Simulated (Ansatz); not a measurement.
# In2Se (model cell, started as antifluorite): the cell at rest

Task: relax In2Se (model cell, started as antifluorite) tightly.

Main program and level: Ansatz 0.2.0; DFT PBEsol, scalar-relativistic, plane waves, norm-conserving pseudopotentials.

Report form: the programs' logs are mostly left out.

The structure was built from a prototype and need not be the compound's stable phase.

### 1. The starting structure

Symmetry: Fm-3m, No. 225, cubic system. Conventional cell: a = 7.272 Å, b = 7.272 Å, c = 7.272 Å, α = 90.00°, β = 90.00°, γ = 90.00°. Nearest to Se lie 8 In at 3.15 Å. Nearest to In lie 4 Se at 3.15 Å. Farther neighbours and most contacts between anions are not listed.

Coordinates:

```cif
data_structure
_symmetry_space_group_name_H-M 'Fm-3m'
_symmetry_Int_Tables_number 225
_cell_length_a 7.2718
_cell_length_b 7.2718
_cell_length_c 7.2718
_cell_angle_alpha 90.000
_cell_angle_beta 90.000
_cell_angle_gamma 90.000
_cell_volume 384.53
loop_
_atom_site_label
_atom_site_type_symbol
_atom_site_symmetry_multiplicity
_atom_site_Wyckoff_symbol
_atom_site_fract_x
_atom_site_fract_y
_atom_site_fract_z
_atom_site_occupancy
Se1 Se 4 a 0.00000 0.00000 0.00000 1
In1 In 8 c 0.25000 0.75000 0.75000 1
```

### 2. A coarse first look

First a cheap look: the gap decides the mesh and the occupations, the pressure tells how far the cell has to move.

Contents of input.yaml:

```yaml
crystal:
  lattice:
    - [0.0, 3.63592, 3.63592]
    - [3.63592, 0.0, 3.63592]
    - [3.63592, 3.63592, 0.0]
  atoms:
    - { symbol: Se, position: [0.0, 0.0, 0.0] }
    - { symbol: In, position: [0.25, 0.25, 0.25] }
    - { symbol: In, position: [0.75, 0.75, 0.75] }
kpoints:
  mp_grid: { grid: [4, 4, 4] }
hamiltonian:
  xc: pbesol
  pseudopotentials: { kind: nc }
scf:
  occupations: { method: gaussian, width: 0.1 }
output:
  forces: true
  stress: true
  eigenvalues: true
```

Run with:

```bash
ansatz run input.yaml --threads 4 --pin off --max-ram 7168MiB --backend cpu --events-out ev --progress --plain --runs-dir out
```

Wall time 1.2 s (4 threads of Arm Neoverse V1, shared host); peak memory 0.57 GiB; 4.4 s of CPU time.

This step gave:

- pressure: -0.6466 GPa
- volume per atom: 32.04 Å³
- gap on the k-mesh: 0 eV

The coarse mesh shows no gap and a pressure of -0.6 GPa.

### 3. Bringing the structure to rest

Harmonic phonons are second derivatives at a point where the forces vanish, and they are wanted at zero stress, so atoms and cell are relaxed first.

input.yaml, the sections that differ from step 2:

```yaml
kpoints:
  mp_grid: { grid: [10, 10, 10] }
output:
  forces: true
  stress: true
  eigenvalues: true
  write_density: true
  write_potential: true
  elf: true
  volumetric_format: npy
relax:
  adjacent_minimum: "off"
  f_tol: 0.005
  max_steps: 80
  cell: { stress_tol: 0.05 }
# crystal, hamiltonian, scf: as in step 2
```

Run time: 27 s. Hardware: 4 threads; peak memory 0.86 GiB; 1.8 min of CPU time.

Relaxation path:

| step | energy less that of the first step (eV) | largest force component (eV/Å) | pressure (GPa) | volume (Å³) |
| --- | --- | --- | --- | --- |
| 1 | 0.0000 | 0.0000 | -1.11 | 96.13 |
| 2 | -0.0138 | 0.0000 | -0.33 | 93.13 |
| 3 | -0.0150 | 0.0000 | 0.03 | 91.91 |
| 4* | -0.0150 | 0.0000 | 0.03 | 91.91 |

Relaxation steps marked * repeat the geometry before them on a plane-wave basis chosen anew for their cell, so energy and pressure can jump there.

Forces are held to the 48 operations that the run works with; a distortion that breaks them can't arise in this run.

| conventional cell, symmetrised | before | after | change |
| --- | --- | --- | --- |
| a (Å) | 7.272 | 7.164 | -1.5 % |
| b (Å) | 7.272 | 7.164 | -1.5 % |
| c (Å) | 7.272 | 7.164 | -1.5 % |
| volume (Å³/atom) | 32.04 | 30.64 | -4.4 % |

The relaxed structure:

```
Se In
1.0
     0.00000    3.58191    3.58191
     3.58191    0.00000    3.58191
     3.58191    3.58191    0.00000
Se In
1 2
Direct
  0.00000 0.00000 0.00000
  0.25000 0.25000 0.25000
  0.75000 0.75000 0.75000
```

This step gave:

| Quantity | Value |
| --- | --- |
| pressure | 0.02956 GPa |
| volume per atom | 30.64 Å³ |

Electrostatic potential energy in the ac plane of a cell with a along [110], b along [-110] and c along [001] of the cube at fractional y = 0.000, with atoms of Se and In within 0.2 Å of it. With pseudopotentials it is smooth inside the atoms' cores, unlike the true potential.

Values in eV, 10 rows by 16 columns, each cell a mean:
```
-49  -4   9   7   6   9   3 -38 -49  -4   9   7   6   9   3 -38
  4   8   3 -28 -37  -2   8   5   4   8   3 -28 -37  -2   8   5
 11   9  -4 -68 -83 -15   8  11  11   9  -4 -68 -83 -15   8  11
 11  10   5 -14 -20   2  10  11  11  10   5 -14 -20   2  10  11
 11  11  10   8   8  10  11  11  11  11  10   8   8  10  11  11
 11  11   9   7   6   9  11  11  11  11   9   7   6   9  11  11
 11  10   3 -28 -37  -3   9  11  11  10   3 -28 -37  -3   9  11
 11   9  -4 -68 -83 -15   8  11  11   9  -4 -68 -83 -15   8  11
 -2   7   5 -14 -20   2   8   0  -2   7   5 -14 -20   2   8   0
-63  -8   9   8   8   9   1 -50 -63  -8   9   8   8   9   1 -50
```
Columns run along a (10.1 Å; values clipped at the 3rd and 97th percentile), rows up along c (7.2 Å), edges of the conventional cell, whose origin can differ from the input's. Atoms in or near the plane, at fractional coordinates: Se at (0.00, 0.00), Se at (0.50, 0.00), In at (0.25, 0.25), In at (0.75, 0.25), In at (0.25, 0.75), In at (0.75, 0.75).

Valence density in the ac plane of a cell with a along [110], b along [-110] and c along [001] of the cube at fractional y = 0.000, with atoms of Se and In within 0.2 Å of it. It is the smooth field of the valence electrons, not physical close to the nuclei.

Ten steps, logarithmic in the rise over the least value, from '_' (0 e/Å³) to '@' (12 e/Å³), each cell a mean:
```
@@@@==::............::--##@@@@@@==::............::--##@@
##++--::..::::::::..::::==**##++--::..::::::::..::::==**
----::..::--++++==::::::::------::..::--++++==::::::::--
........--**%%%%##==::..............--**%%%%##==::......
____....--####++%%++::..________....--####++%%++::..____
______..--**%%%%##==::..__________..--**%%%%##==::..____
______..::--++**==::..____________..::--++**==::..______
________....::::::..________________....::::::..________
__________........____________________........__________
____________....________________________....____________
__________..........__________________..........________
________..::--==--::..______________..::--==--::..______
______..::++####**--..____________..::++####**--..______
______..--##%%##%%++::..__________..--##%%##%%++::..____
........--##%%##%%++::..............--##%%##%%++::......
::::....::++##%%**--::..::::::::....::++##%%**--::..::::
==--::::::::--==--::..::--====--::::::::--==--::..::--==
@@##--::............::--++%%@@##--::............::--++%%
%%@@==::............::--##@@%%@@==::............::--##@@
```
Columns run along a (10.1 Å), rows up along c (7.2 Å), edges of the conventional cell, whose origin can differ from the input's. Atoms in or near the plane, at fractional coordinates: Se at (0.00, 0.00), Se at (0.50, 0.00), In at (0.25, 0.25), In at (0.75, 0.25), In at (0.25, 0.75), In at (0.75, 0.75).

ELF in the ac plane of a cell with a along [110], b along [-110] and c along [001] of the cube at fractional y = 0.000, with atoms of Se and In within 0.2 Å of it. It is the smooth field of the valence electrons, not physical close to the nuclei.

Ten even steps from '0' (0.01) to '9' (0.66), each cell a mean:
```
4579422323795445794223237954
5697333333587556973333335875
9974334443369999743344433699
7643344354335776433443543357
2223351044332222233510443322
0123454354431001234543544310
0013444544420000134445444200
0012343334310000123433343100
0001223322100000012233221000
0000112221100000001122211000
0001233333210000012333332100
0013444444420000134444444200
0024445554431000244455544310
1123452144431111234521444311
4333352144333443333521443334
9853345553347998533455533479
7995333433479879953334334798
5588433333696555884333336965
1569522223795415695222237954
```
Columns run along a (10.1 Å), rows up along c (7.2 Å), edges of the conventional cell, whose origin can differ from the input's. Atoms in or near the plane, at fractional coordinates: Se at (0.00, 0.00), Se at (0.50, 0.00), In at (0.25, 0.25), In at (0.75, 0.25), In at (0.25, 0.75), In at (0.75, 0.75).

In this step the volume went from 32.04 to 30.64 Å³/atom.

### 4. Tight relaxation

Phonons need a cell at rest on their own settings, so the relaxation is repeated with tight tolerances on forces and stress on the k mesh and occupations of the first response run.

Contents of input.yaml:

```yaml
crystal:
  lattice:
    - [0.0, 3.5819124866, 3.5819124866]
    - [3.5819124866, 0.0, 3.5819124866]
    - [3.5819124866, 3.5819124866, 0.0]
  atoms:
    - { symbol: Se, position: [0.0, 0.0, 0.0] }
    - { symbol: In, position: [0.25, 0.25, 0.25] }
    - { symbol: In, position: [0.75, 0.75, 0.75] }
kpoints:
  mp_grid: { grid: [12, 12, 12] }
hamiltonian:
  xc: pbesol
  pseudopotentials: { kind: nc }
scf:
  occupations: { method: methfessel_paxton, width: 0.2 }
output:
  forces: true
  stress: true
  eigenvalues: true
relax:
  adjacent_minimum: "off"
  f_tol: 0.001
  max_steps: 60
  cell: { stress_tol: 0.01 }
```

Elapsed: 33 s, on 4 threads; peak memory 0.97 GiB; 2.2 min of CPU time.

Step by step:

| step | energy less that of the first step (eV) | largest force component (eV/Å) | pressure (GPa) | volume (Å³) |
| --- | --- | --- | --- | --- |
| 1 | 0.0000 | 0.0000 | 0.12 | 91.91 |
| 2 | -0.0001 | 0.0000 | 0.03 | 92.22 |
| 3 | -0.0001 | 0.0000 | 0.00 | 92.31 |
| 4* | -0.0001 | 0.0000 | 0.00 | 92.31 |

Relaxation steps marked * repeat the geometry before them on a plane-wave basis chosen anew for their cell, so energy and pressure can jump there.

Forces are held to the 48 operations that the run works with; a distortion that breaks them can't arise in this run.

| conventional cell, symmetrised | before | after | change |
| --- | --- | --- | --- |
| a (Å) | 7.164 | 7.174 | +0.1 % |
| b (Å) | 7.164 | 7.174 | +0.1 % |
| c (Å) | 7.164 | 7.174 | +0.1 % |
| volume (Å³/atom) | 30.64 | 30.77 | +0.4 % |

Final coordinates:

```xyz
3
Lattice="0.0000 3.5870 3.5870 3.5870 0.0000 3.5870 3.5870 3.5870 0.0000" Properties=species:S:1:pos:R:3 pbc="T T T"
Se    0.0000    0.0000    0.0000
In    1.7935    1.7935    1.7935
In    5.3805    5.3805    5.3805
```

Numbers from this step:

```
pressure        : 5.94e-4 GPa
volume per atom : 30.77 Å³
```

The forces vanish by symmetry and the pressure is 0.001 GPa, within the tolerances set. The cell now holds 30.77 Å³/atom.

### 5. What came out

| Property | Result |
| --- | --- |
| space group after relaxation (within 0.01 Å) | Fm-3m |
| lattice constant a | 7.174 Å |
| lattice constant b | 7.174 Å |
| lattice constant c | 7.174 Å |
| volume per atom | 30.8 Å³ |

In words: The forces vanish by symmetry and the pressure is 0.001 GPa, within the tolerances set. The cell now holds 30.77 Å³/atom. The relaxation keeps the symmetry of its start, so it says nothing on stability against lower symmetry. The starting cell was built on a prototype and not taken from a measurement, so the phase need not exist.

[Logs are printed without paths, hosts, clocks, repeated set-up lines and the standing remarks that a program may print on its own settings, such as how far it seeks lower states.]

[Hosts, paths, dates, database ids (printed as entryN), source tags and the programs' standing remarks are cut or masked in the printed files.]
